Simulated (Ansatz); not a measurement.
## Work function of Na(110): what the settings cost and change: cost of one run

Ansatz 0.2.0; plane-wave DFT, PBE, Ansatz PAW. The cell holds 10 atoms.

Input file input.yaml:

```yaml
crystal:
  lattice:
    - [2.9910616844, -2.115, 0.0]
    - [2.9910616844, 2.115, 0.0]
    - [0.0, 0.0, 44.9195551598]
  atoms:
    - { symbol: Na, position: [0.0, 0.0, 0.2003581729] }
    - { symbol: Na, position: [0.5, 0.5, 0.2669452456] }
    - { symbol: Na, position: [0.0, 0.0, 0.3335323183] }
    - { symbol: Na, position: [0.5, 0.5, 0.400119391] }
    - { symbol: Na, position: [0.0, 0.0, 0.4667064637] }
    - { symbol: Na, position: [0.5, 0.5, 0.5332935363] }
    - { symbol: Na, position: [0.0, 0.0, 0.599880609] }
    - { symbol: Na, position: [0.5, 0.5, 0.6664676817] }
    - { symbol: Na, position: [0.0, 0.0, 0.7330547544] }
    - { symbol: Na, position: [0.5, 0.5, 0.7996418271] }
kpoints:
  mp_grid: { grid: [12, 12, 1] }
hamiltonian:
  xc: pbe
scf:
  occupations: { method: fermi_dirac, width: 0.1 }
  convergence: { dr2_threshold: 1.0e-09 }
efield:
  axis: 3
  dipole_correction: true
  ramp_position: 0.97
  ramp_width: 0.06
output:
  write_potential: true
  write_density: true
  volumetric_format: npy
```

Started as:

```
ansatz run input.yaml --threads 2 --pin off --max-ram 3072MiB --backend cpu --events-out ev --progress --plain --runs-dir out
```

For reference, a run of the same kind (2 atoms, 43 k-points, 13 bands and 5,161 plane waves; 8 SCF cycles) took 14 s and 0.47 GiB on the same hardware.

**Question.** How long does this run take on 2 threads of Arm Neoverse N1, shared host, and how much memory does it need?

At two electrons a band, the 90 electrons need 45 bands, and 10 more are carried. The run has 43 k-points, 55 bands and 11,037 plane waves. Taking the work of a cycle as k-points × spins × bands × plane waves, that is 9 times the reference, or 2.2 min at the reference's 8 cycles. The run needed as many. One copy of the wavefunctions takes 0.39 GiB at 16 bytes a coefficient, against 0.043 GiB in the reference; grids, projectors and work arrays come on top. Measured: about 2.2 min, with a peak of 1.6 GiB. The estimate holds within 25 %.

[Logs are printed without paths, hosts, clocks, repeated set-up lines and the standing remarks that a program may print on its own settings, such as how far it seeks lower states.]

[Hosts, paths, dates, database ids (printed as entryN), source tags and the programs' standing remarks are cut or masked in the printed files.]

[Maps of the electrostatic potential energy from Ansatz leave out the sawtooth potential of an applied field or a dipole correction, so their vacuum need not be flat; planar profiles and work functions include it.]
